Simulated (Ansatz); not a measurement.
# How fast states decay through NaYCl2F2

A new crystal, NaYCl2F2: structure, gap and complex bands. It is built by putting Cl for part of the F in the NaYF4 structure of space group P4/mmm, with the volume rescaled by atomic radii. The parent structure comes from the Materials Project.

Method: PBE DFT, plane waves, PAW files, in the first sound run; inputs show where later runs differ, in Ansatz 0.2.0.

The structure was built from a prototype and need not be the compound's stable phase.

## 1. The starting structure

The structure is tetragonal, space group P4mm (No. 99). Conventional cell: a = 4.047 Å, b = 4.047 Å, c = 5.808 Å, α = 90.00°, β = 90.00°, γ = 90.00°. Na has 4 F at 2.55 Å and 4 Cl at 2.55 Å nearest. Nearest to Y lie 4 F at 2.44 Å and 4 Cl at 2.44 Å. F has 2 Y at 2.44 Å and 2 Na at 2.55 Å nearest. Nearest to Cl lie 2 Y at 2.44 Å and 2 Na at 2.55 Å. It derives from NaYF4. Cl for part of the F in the NaYF4 structure of space group P4/mmm. Farther neighbours and most contacts between anions are not listed.

## 2. Cell and atoms at rest

The substituted atoms don't fit the parent's cell, so cell and atoms relax together. A small smearing keeps the run stable in case the gap closes on the way.

input.yaml reads:

```yaml
crystal:
  lattice:
    - [4.0468455271, 0.0, 0.0]
    - [0.0, 4.0468455271, 0.0]
    - [0.0, 0.0, 5.808126574]
  atoms:
    - { symbol: Na, position: [0.0, 0.0, 0.0] }
    - { symbol: "Y", position: [0.5, 0.5, 0.5] }
    - { symbol: F, position: [0.5, 0.0, 0.73387451] }
    - { symbol: Cl, position: [0.0, 0.5, 0.26612549] }
    - { symbol: Cl, position: [0.5, 0.0, 0.26612549] }
    - { symbol: F, position: [0.0, 0.5, 0.73387451] }
kpoints:
  mp_grid: { grid: [6, 6, 4] }
scf:
  occupations: { method: gaussian, width: 0.03 }
hamiltonian:
  xc: pbe
output:
  forces: true
  stress: true
relax:
  f_tol: 0.02
  max_steps: 60
  cell: {}
```

The run is started by

```console
ansatz run input.yaml --threads 2 --pin off --max-ram 4096MiB --backend cpu --events-out ev --progress --plain --runs-dir out
```

Numbers of over 12 decimals in the logs are rounded to 6 here.

The log of the run:

```text
Engine: ansatz 0.2.0, aarch64-unknown-linux-gnu
Pseudopotentials: kind: paw
Pseudopotential: Na, paw, valence charge 9, recommended cutoff 420 eV (normal), Na.paw.azcp
Pseudopotential: Y, paw, valence charge 11, recommended cutoff 420 eV (normal), Y.paw.azcp
Pseudopotential: F, paw, valence charge 7, recommended cutoff 420 eV (normal), F.paw.azcp
Pseudopotential: Cl, paw, valence charge 7, recommended cutoff 420 eV (normal), Cl.paw.azcp
Functional definition: PBE
  parameter kappa = 0.804
  parameter beta = 0.066725
  exchange = pbe_x(kappa = kappa, mu = beta*pi^2/3)
  correlation = pbe_c(beta = beta)
Crystal: 6 atoms, lattice volume = 95.119 Å³
Basis set: ecut = 420 eV, 1875 PW (Γ), exchange–correlation on 60×60×80 points (8 copies of the dense FFT grid, shifted against one another)
Bands: 30, of which v1, the nominal top of the filled ones, is band 24 counted from 1 (23 counted from 0)
Symmetry: 8 space group operations
Space group: P4mm (ITA 99), of the structure as read, at distance tolerance 4.6e-5 Å
k-points: 30 of 144 (time reversal used)
Non-local potential: Na, projectors of the file, l = 0: 3, l = 1: 2, l = 2: 1
Non-local potential: Y, projectors of the file, l = 0: 3, l = 1: 2, l = 2: 2, l = 3: 1
Non-local potential: F, projectors of the file, l = 0: 2, l = 1: 2, l = 2: 1
Non-local potential: Cl, projectors of the file, l = 0: 2, l = 1: 2, l = 2: 2
PAW form: soft (Blöchl's): semilocal exchange-correlation on the pseudo side does not see the compensation charge
PAW one-centre angular grid: Na, 110 points (default); XC on 64 Gauss nodes
PAW one-centre angular grid: Y, 590 points (default); XC on 64 Gauss nodes
PAW one-centre angular grid: F, 110 points (default); XC on 64 Gauss nodes
PAW one-centre angular grid: Cl, 110 points (default); XC on 64 Gauss nodes
Initial density: superposition of atomic densities (neutral atoms: chi_scale 0, normalization atom), corrected by the library's trained network
Initial wavefunctions: pseudopotential atomic-orbital guess
Functional: x = pbe(κ = 0.804, μ = 0.219515), c = pbe(β = 0.066725)
SCF iter   1: F=—  HF=-9119.671617 eV  |F-HF|=—  |Δ(HF+E_count)|=         —  Δρ=2.54e-3  dr2=9.25e-3  ethr=1.77e-3  ⟨swp⟩=7.1  Hψ=4325  notcnv=0
preconditioner: auto → Resta (q_TF=auto, 2.434 Å⁻¹)  ε∞=3.2  [insulator: Δε(μ)=3.783 eV  Ē_g=16.985 eV  σ=0.030 eV  W_gap=1.00  n_scr=20 (ndim 8)  ℏωp=25.3 eV  f_vac=0.089  D(μ)=0.00/eV (n_scr^D=0)  ε∞_Penn≈3.2]
SCF iter   2: F=—  HF=-9119.667289 eV  |F-HF|=—  |Δ(HF+E_count)|=   4.33e-3  Δρ=1.39e-3  dr2=2.80e-3  ethr=1.93e-5  ⟨swp⟩=2.2  Hψ=1833  notcnv=0  defer=44
SCF iter   3: F=—  HF=-9119.666949 eV  |F-HF|=—  |Δ(HF+E_count)|=   3.40e-4  Δρ=8.40e-4  dr2=6.88e-4  ethr=5.83e-6  ⟨swp⟩=2.0  Hψ=1493  notcnv=0  defer=44
SCF iter   4: F=—  HF=-9119.666863 eV  |F-HF|=—  |Δ(HF+E_count)|=   8.60e-5  Δρ=2.76e-4  dr2=7.17e-5  ethr=1.43e-6  ⟨swp⟩=2.0  Hψ=1203  notcnv=0  defer=44
SCF iter   5: F=—  HF=-9119.666763 eV  |F-HF|=—  |Δ(HF+E_count)|=   9.95e-5  Δρ=9.28e-5  dr2=1.21e-5  ethr=1.49e-7  ⟨swp⟩=2.0  Hψ=1499  notcnv=0  defer=44
SCF iter   6: F=—  HF=-9119.666766 eV  |F-HF|=—  |Δ(HF+E_count)|=   3.14e-6  Δρ=3.45e-5  dr2=1.00e-6  ethr=2.51e-8  ⟨swp⟩=2.2  Hψ=1316  notcnv=0  defer=44
SCF iter   7: F=-9119.666767 eV  HF=-9119.666767 eV  |F-HF|=2.14e-8  |Δ(HF+E_count)|=   1.00e-6  Δρ=7.45e-6  dr2=4.94e-8  ethr=2.08e-10  ⟨swp⟩=3.0  Hψ=3695  notcnv=0
SCF 1 converged in 7 iterations: F = -9119.666767 eV  dr2 = 4.94e-8
  greatest PAW one-centre occupation: 0.999 electrons in one spin orbital (limit 2), on the Na atom at site 0 (counted from 0), in its partial waves of l = 0
relax step   1: F+E_penalty+E_count = -9119.66676716 eV  Δ(F+E_penalty+E_count) = +0.000e0 eV  max|allowed force component| = 6.419e0 eV/Å  Δτ_max = 0.0000 Å  P = +20.122 GPa  Ω = 95.119 Å³  (7 SCF iters, dr2 threshold 1.00e-7 eV, accepted)
Crystal: 6 atoms, lattice volume = 102.031 Å³
Basis set: ecut = 420 eV, 1947 PW (Γ), exchange–correlation on 60×60×80 points (8 copies of the dense FFT grid, shifted against one another)
Initial density: handed on by an earlier stage of this run
Initial wavefunctions: those handed on with the density
iter 1 solved again at ethr=7.32e-4 eV; its pass at ethr=3.10e-3 eV (dr2=3.51e-1 eV) is discarded
SCF iter   1: F=—  HF=-9121.344332 eV  |F-HF|=—  |Δ(HF+E_count)|=         —  Δρ=1.78e-2  dr2=3.53e-1  ethr=7.32e-4  ⟨swp⟩=1.0  Hψ=4691  notcnv=0
preconditioner: auto → Resta (q_TF=auto, 2.406 Å⁻¹)  ε∞=3.1  [insulator: Δε(μ)=3.252 eV  Ē_g=16.770 eV  σ=0.030 eV  W_gap=1.00  n_scr=28 (ndim 8)  ℏωp=24.4 eV  f_vac=0.097  D(μ)=0.00/eV (n_scr^D=0)  ε∞_Penn≈3.1]
SCF iter   2: F=—  HF=-9121.250257 eV  |F-HF|=—  |Δ(HF+E_count)|=   9.41e-2  Δρ=8.29e-3  dr2=5.94e-2  ethr=7.32e-4  ⟨swp⟩=3.8  Hψ=1750  notcnv=0
SCF iter   3: F=—  HF=-9121.237459 eV  |F-HF|=—  |Δ(HF+E_count)|=   1.28e-2  Δρ=3.15e-3  dr2=7.10e-3  ethr=1.24e-4  ⟨swp⟩=3.1  Hψ=1901  notcnv=0  defer=20
SCF iter   4: F=—  HF=-9121.236857 eV  |F-HF|=—  |Δ(HF+E_count)|=   6.02e-4  Δρ=1.08e-3  dr2=8.68e-4  ethr=1.48e-5  ⟨swp⟩=2.0  Hψ=1585  notcnv=0  defer=21
SCF iter   5: F=—  HF=-9121.237095 eV  |F-HF|=—  |Δ(HF+E_count)|=   2.38e-4  Δρ=2.21e-4  dr2=7.16e-5  ethr=1.81e-6  ⟨swp⟩=2.1  Hψ=1346  notcnv=0  defer=21
SCF iter   6: F=—  HF=-9121.236948 eV  |F-HF|=—  |Δ(HF+E_count)|=   1.47e-4  Δρ=5.75e-5  dr2=5.23e-6  ethr=1.49e-7  ⟨swp⟩=2.0  Hψ=1267  notcnv=0  defer=21
SCF iter   7: F=-9121.236958 eV  HF=-9121.236957 eV  |F-HF|=4.58e-7  |Δ(HF+E_count)|=   9.34e-6  Δρ=1.21e-5  dr2=1.78e-7  ethr=1.25e-9  ⟨swp⟩=4.8  Hψ=3176  notcnv=0
SCF 2 converged in 7 iterations: F = -9121.236958 eV  dr2 = 1.78e-7
relax step   2: F+E_penalty+E_count = -9121.23695775 eV  Δ(F+E_penalty+E_count) = -1.570e0 eV  max|allowed force component| = 1.655e0 eV/Å  Δτ_max = 0.1935 Å  P = +7.589 GPa  Ω = 102.031 Å³  energy of the carried Pulay correction = -1.010e-2 eV  (7 SCF iters, dr2 threshold 6.00e-7 eV, accepted)
Crystal: 6 atoms, lattice volume = 109.815 Å³
Basis set: ecut = 420 eV, 2141 PW (Γ), exchange–correlation on 60×60×80 points (8 copies of the dense FFT grid, shifted against one another)
iter 1 solved again at ethr=2.62e-4 eV; its pass at ethr=3.10e-3 eV (dr2=1.26e-1 eV) is discarded
SCF iter   1: F=—  HF=-9121.575057 eV  |F-HF|=—  |Δ(HF+E_count)|=         —  Δρ=1.00e-2  dr2=1.27e-1  ethr=2.62e-4  ⟨swp⟩=1.0  Hψ=4479  notcnv=0
preconditioner: auto → Resta (q_TF=auto, 2.377 Å⁻¹)  ε∞=3.0  [insulator: Δε(μ)=3.087 eV  Ē_g=16.457 eV  σ=0.030 eV  W_gap=1.00  n_scr=28 (ndim 8)  ℏωp=23.5 eV  f_vac=0.117  D(μ)=0.00/eV (n_scr^D=0)  ε∞_Penn≈3.0]
SCF iter   2: F=—  HF=-9121.539013 eV  |F-HF|=—  |Δ(HF+E_count)|=   3.60e-2  Δρ=4.85e-3  dr2=2.23e-2  ethr=2.62e-4  ⟨swp⟩=2.2  Hψ=1417  notcnv=0
SCF iter   3: F=—  HF=-9121.532686 eV  |F-HF|=—  |Δ(HF+E_count)|=   6.33e-3  Δρ=2.05e-3  dr2=4.39e-3  ethr=4.64e-5  ⟨swp⟩=2.4  Hψ=1533  notcnv=0  defer=15
SCF iter   4: F=—  HF=-9121.531853 eV  |F-HF|=—  |Δ(HF+E_count)|=   8.34e-4  Δρ=5.95e-4  dr2=4.44e-4  ethr=9.15e-6  ⟨swp⟩=2.0  Hψ=1428  notcnv=0  defer=15
SCF iter   5: F=—  HF=-9121.532271 eV  |F-HF|=—  |Δ(HF+E_count)|=   4.19e-4  Δρ=1.59e-4  dr2=4.00e-5  ethr=9.26e-7  ⟨swp⟩=2.1  Hψ=1455  notcnv=0  defer=16
SCF iter   6: F=—  HF=-9121.532313 eV  |F-HF|=—  |Δ(HF+E_count)|=   4.16e-5  Δρ=4.75e-5  dr2=2.62e-6  ethr=8.32e-8  ⟨swp⟩=2.0  Hψ=1513  notcnv=0  defer=16
SCF iter   7: F=-9121.532318 eV  HF=-9121.532318 eV  |F-HF|=4.80e-7  |Δ(HF+E_count)|=   4.94e-6  Δρ=1.23e-5  dr2=1.84e-7  ethr=1.25e-9  ⟨swp⟩=4.0  Hψ=3180  notcnv=0
SCF 3 converged in 7 iterations: F = -9121.532318 eV  dr2 = 1.84e-7
relax step   3: F+E_penalty+E_count = -9121.53231823 eV  Δ(F+E_penalty+E_count) = -2.954e-1 eV  max|allowed force component| = 3.426e-1 eV/Å  Δτ_max = 0.0712 Å  P = +1.759 GPa  Ω = 109.815 Å³  energy of the carried Pulay correction = -2.066e-2 eV  (7 SCF iters, dr2 threshold 6.00e-7 eV, accepted)
[... from here on, the SCF cycles and remarks between the steps are left out ...]
relax step   4: F+E_penalty+E_count = -9121.55340337 eV  Δ(F+E_penalty+E_count) = -2.109e-2 eV  max|allowed force component| = 2.104e-1 eV/Å  Δτ_max = 0.0356 Å  P = -0.280 GPa  Ω = 112.262 Å³  energy of the carried Pulay correction = -2.382e-2 eV  (6 SCF iters, dr2 threshold 6.00e-7 eV, accepted)
relax step   5: F+E_penalty+E_count = -9121.56149554 eV  Δ(F+E_penalty+E_count) = -8.092e-3 eV  max|allowed force component| = 8.392e-2 eV/Å  Δτ_max = 0.0387 Å  P = -0.184 GPa  Ω = 112.017 Å³  energy of the carried Pulay correction = -2.351e-2 eV  (6 SCF iters, dr2 threshold 6.00e-7 eV, accepted)
relax step   6: F+E_penalty+E_count = -9121.56559958 eV  Δ(F+E_penalty+E_count) = -4.104e-3 eV  max|allowed force component| = 2.065e-2 eV/Å  Δτ_max = 0.0463 Å  P = +0.006 GPa  Ω = 111.504 Å³  energy of the carried Pulay correction = -2.285e-2 eV  (7 SCF iters, dr2 threshold 4.40e-7 eV, accepted)
relax step   7: F+E_penalty+E_count = -9121.56546156 eV  Δ(F+E_penalty+E_count) = +1.380e-4 eV  max|allowed force component| = 1.632e-2 eV/Å  Δτ_max = 0.0052 Å  P = -0.034 GPa  Ω = 111.765 Å³  energy of the carried Pulay correction = -2.319e-2 eV  (6 SCF iters, dr2 threshold 3.68e-8 eV, accepted)
relax step   8: F+E_penalty+E_count = -9121.56563045 eV  Δ(F+E_penalty+E_count) = -1.689e-4 eV  max|allowed force component| = 1.443e-3 eV/Å  Δτ_max = 0.0034 Å  P = -0.005 GPa  Ω = 111.684 Å³  energy of the carried Pulay correction = -2.308e-2 eV  (6 SCF iters, dr2 threshold 2.28e-8 eV, accepted)
relax step   9: F+E_penalty+E_count = -9121.63278818 eV  Δ(F+E_penalty+E_count) = -6.716e-2 eV  max|allowed force component| = 2.124e-3 eV/Å  Δτ_max = 0.0000 Å  P = +1.007 GPa  Ω = 111.684 Å³  stress off target by 1.02e0 GPa  SCF on the basis re-selected at this cell (its energy is not comparable with the rows above)  (7 SCF iters)
relax step  10: F+E_penalty+E_count = -9121.63704088 eV  Δ(F+E_penalty+E_count) = -4.253e-3 eV  max|allowed force component| = 4.962e-3 eV/Å  Δτ_max = 0.0086 Å  P = +0.192 GPa  Ω = 113.569 Å³  energy of the carried Pulay correction = -2.712e-3 eV  (6 SCF iters, dr2 threshold 6.00e-7 eV, accepted)
relax step  11: F+E_penalty+E_count = -9121.63659761 eV  Δ(F+E_penalty+E_count) = +4.433e-4 eV  max|allowed force component| = 7.048e-4 eV/Å  Δτ_max = 0.0028 Å  P = +0.006 GPa  Ω = 114.057 Å³  energy of the carried Pulay correction = -3.486e-3 eV  (5 SCF iters, dr2 threshold 1.27e-7 eV, accepted)
iter 1 solved again at ethr=2.17e-7 eV; its pass at ethr=3.10e-3 eV (dr2=1.04e-4 eV) is discarded
SCF iter   1: F=—  HF=-9121.638814 eV  |F-HF|=—  |Δ(HF+E_count)|=         —  Δρ=2.37e-4  dr2=4.95e-6  ethr=2.17e-7  ⟨swp⟩=3.0  Hψ=6124  notcnv=0
preconditioner: auto → Resta (q_TF=auto, 2.362 Å⁻¹)  ε∞=3.0  [insulator: Δε(μ)=2.936 eV  Ē_g=16.180 eV  σ=0.030 eV  W_gap=1.00  n_scr=28 (ndim 8)  ℏωp=23.1 eV  f_vac=0.111  D(μ)=0.00/eV (n_scr^D=0)  ε∞_Penn≈3.0]
SCF iter   2: F=—  HF=-9121.639928 eV  |F-HF|=—  |Δ(HF+E_count)|=   1.11e-3  Δρ=1.12e-4  dr2=1.51e-6  ethr=1.03e-8  ⟨swp⟩=2.0  Hψ=1536  notcnv=0
SCF iter   3: F=—  HF=-9121.640250 eV  |F-HF|=—  |Δ(HF+E_count)|=   3.22e-4  Δρ=4.99e-5  dr2=1.96e-7  ethr=3.16e-9  ⟨swp⟩=2.0  Hψ=1190  notcnv=0
SCF iter   4: F=—  HF=-9121.640325 eV  |F-HF|=—  |Δ(HF+E_count)|=   7.53e-5  Δρ=1.51e-6  dr2=4.55e-9  ethr=4.09e-10  ⟨swp⟩=2.0  Hψ=1512  notcnv=0
SCF iter   5: F=—  HF=-9121.640325 eV  |F-HF|=—  |Δ(HF+E_count)|=   1.70e-8  Δρ=5.35e-7  dr2=7.25e-10  ethr=9.47e-12  ⟨swp⟩=2.0  Hψ=1221  notcnv=0
SCF iter   6: F=-9121.640325 eV  HF=-9121.640325 eV  |F-HF|=2.55e-11  |Δ(HF+E_count)|=   1.48e-9  Δρ=1.68e-7  dr2=2.68e-11  ethr=1.00e-12  ⟨swp⟩=3.0  Hψ=3822  notcnv=0
SCF 12 converged in 6 iterations: F = -9121.640325 eV  dr2 = 2.68e-11
relax step  12: F+E_penalty+E_count = -9121.64032526 eV  Δ(F+E_penalty+E_count) = -3.728e-3 eV  max|allowed force component| = 8.592e-4 eV/Å  Δτ_max = 0.0000 Å  P = +0.026 GPa  Ω = 114.057 Å³  stress off target by 4.62e-2 GPa  SCF on the basis re-selected at this cell (its energy is not comparable with the rows above)  (6 SCF iters)
basis re-selected at this cell: Δ(F+E_penalty+E_count) = -3.728e-3 eV, ΔP = +0.020 GPa vs the last step (what re-selecting the basis moved, of the pressure what is left beyond the Pulay correction that the steps carried, after the strain that the cell walked since its last selection, with what the two solves' SCF thresholds leave and, on support functions, any second-order correction that the steps lacked; it is no m [...]
SCF converged after 6 iterations
Free energy (F): -9121.640325 eV
Harris-Foulkes:  -9121.640325 eV  (|F-HF|=2.55e-11)
Internal energy: -9121.640325 eV  (E = F + TS)
E sigma→0 (E₀):  -9121.640325 eV
Fermi energy:    6.610342 eV
--- Per-component energies (eV) ---
  E_band       = -448.445918
  E_kinetic    = 1161.758729
  E_local      = -3702.625295  (includes V_loc(G=0)·N_el)
  E_nonlocal   = 367.712633
  E_hartree    = 1322.034631
  E_xc         = -589.071254
  E_vxc        = -701.453932  (∫ρ·V_xc dr)
  E_paw        = -4807.403222  (= ΣΔE_a)
  E_vpaw       = -217.911674  (= ΣTr[D̂ρ^β])
  E_aug_tail   = 0.004215  (compensation charges beyond the density's cutoff)
  E_ewald      = -2874.050764
  E_smearing   = -0.000000  (= −TS)
  E_closure    = 0.000000  (closes the sum)
  Σ components = -9121.640325   (vs F -9121.640325, Δ=0.00e0)
--- Forces (eV/Å), atoms counted from 1 ---
  atom   1  Na     0.00000000    -0.00000000     0.00044555
  atom   2  Y      0.00000000    -0.00000000    -0.00085899
  atom   3  F      0.00000000    -0.00000000    -0.00016256
  atom   4  Cl    -0.00000000    -0.00000000     0.00036981
  atom   5  Cl     0.00000000     0.00000000     0.00036981
  atom   6  F     -0.00000000     0.00000000    -0.00016256
  max |Σ_I F_I| component: 1.06e-6 eV/Å
--- Stress (GPa, compression-positive) ---
        0.015953      -0.000000       0.000000
       -0.000000       0.015953       0.000000
        0.000000       0.000000       0.046169
  P = ⅓ Tr σ = 0.0260 GPa (0.260 kbar)
--- Relaxed structure (10 steps of the walk, 10 accepted, 2 SCFs on fresh bases) ---
  F+E_penalty+E_count = -9121.64032526 eV   max|allowed force component| = 8.592e-4 eV/Å   (the final SCF, on the basis selected at the relaxed cell)
  cell:  # Å, volume = 114.0567 Å³
    - [4.301416, 0, 0]
    - [0, 4.301416, 0.0]
    - [0, 0.0, 6.164502]
  atoms:
    - { symbol: Na, position: [0, 0, -0.042434] }
    - { symbol: Y, position: [0.5, 0.5, 0.547752] }
    - { symbol: F, position: [0.5, 0, 0.729116] }
    - { symbol: Cl, position: [0, 0.5, 0.268225] }
    - { symbol: Cl, position: [0.5, 0, 0.268225] }
    - { symbol: F, position: [0, 0.5, 0.729116] }
```

Wall time 39 s (2 threads of Arm Neoverse V2, shared host); peak memory 0.4 GiB; 76 s of CPU time.

Step by step:

```
step  energy less that of the first step (eV)  largest force component (eV/Å)  pressure (GPa)  volume (Å³)
   1                                   0.0000                          6.4186           20.12        95.12
   2                                  -1.5702                          1.6551            7.59       102.03
   3                                  -1.8656                          0.3426            1.76       109.82
   4                                  -1.8866                          0.2104           -0.28       112.26
   5                                  -1.8947                          0.0839           -0.18       112.02
   6                                  -1.8988                          0.0206            0.01       111.50
   7                                  -1.8987                          0.0163           -0.03       111.76
   8                                  -1.8989                          0.0014           -0.01       111.68
  9*                                  -1.9660                          0.0021            1.01       111.68
  10                                  -1.9703                          0.0050            0.19       113.57
  11                                  -1.9698                          0.0007            0.01       114.06
 12*                                  -1.9736                          0.0009            0.03       114.06
```

Relaxation steps marked * repeat the geometry before them on a plane-wave basis chosen anew for their cell, so energy and pressure can jump there.

Forces are held to the 8 operations that the run works with; a distortion that breaks them can't arise in this run.

```
conventional cell, symmetrised  before  after   change
                         a (Å)   4.047  4.301   +6.3 %
                         b (Å)   4.047  4.301   +6.3 %
                         c (Å)   5.808  6.165   +6.1 %
              volume (Å³/atom)   15.85  19.01  +19.9 %
```

The atoms that moved most (Å, as changes of fractional coordinates times the final cell):

```
atom     dx     dy      dz  length
  Y2  0.000  0.000   0.294   0.294
 Na1  0.000  0.000  -0.262   0.262
  F3  0.000  0.000  -0.029   0.029
  F6  0.000  0.000  -0.029   0.029
 Cl4  0.000  0.000   0.013   0.013
 Cl5  0.000  0.000   0.013   0.013
```

Final coordinates:

```xyz
6
Lattice="4.3014 0.0000 0.0000 0.0000 4.3014 0.0000 0.0000 0.0000 6.1645" Properties=species:S:1:pos:R:3 pbc="T T T"
Na    0.0000    0.0000   -0.2616
Y     2.1507    2.1507    3.3766
F     2.1507    0.0000    4.4946
Cl    0.0000    2.1507    1.6535
Cl    2.1507    0.0000    1.6535
F     0.0000    2.1507    4.4946
```

This step gave:

- free energy: -9121.6403 eV
- Fermi energy: 6.610 eV
- pressure: 0.02603 GPa

The largest force component on a free atom ends at 8.6e-4 eV/Å.

[end of part 1 of 3]

[Logs are printed without paths, hosts, clocks, repeated set-up lines and the standing remarks that a program may print on its own settings, such as how far it seeks lower states.]

[Hosts, paths, dates, database ids (printed as entryN), source tags and the programs' standing remarks are cut or masked in the printed files.]
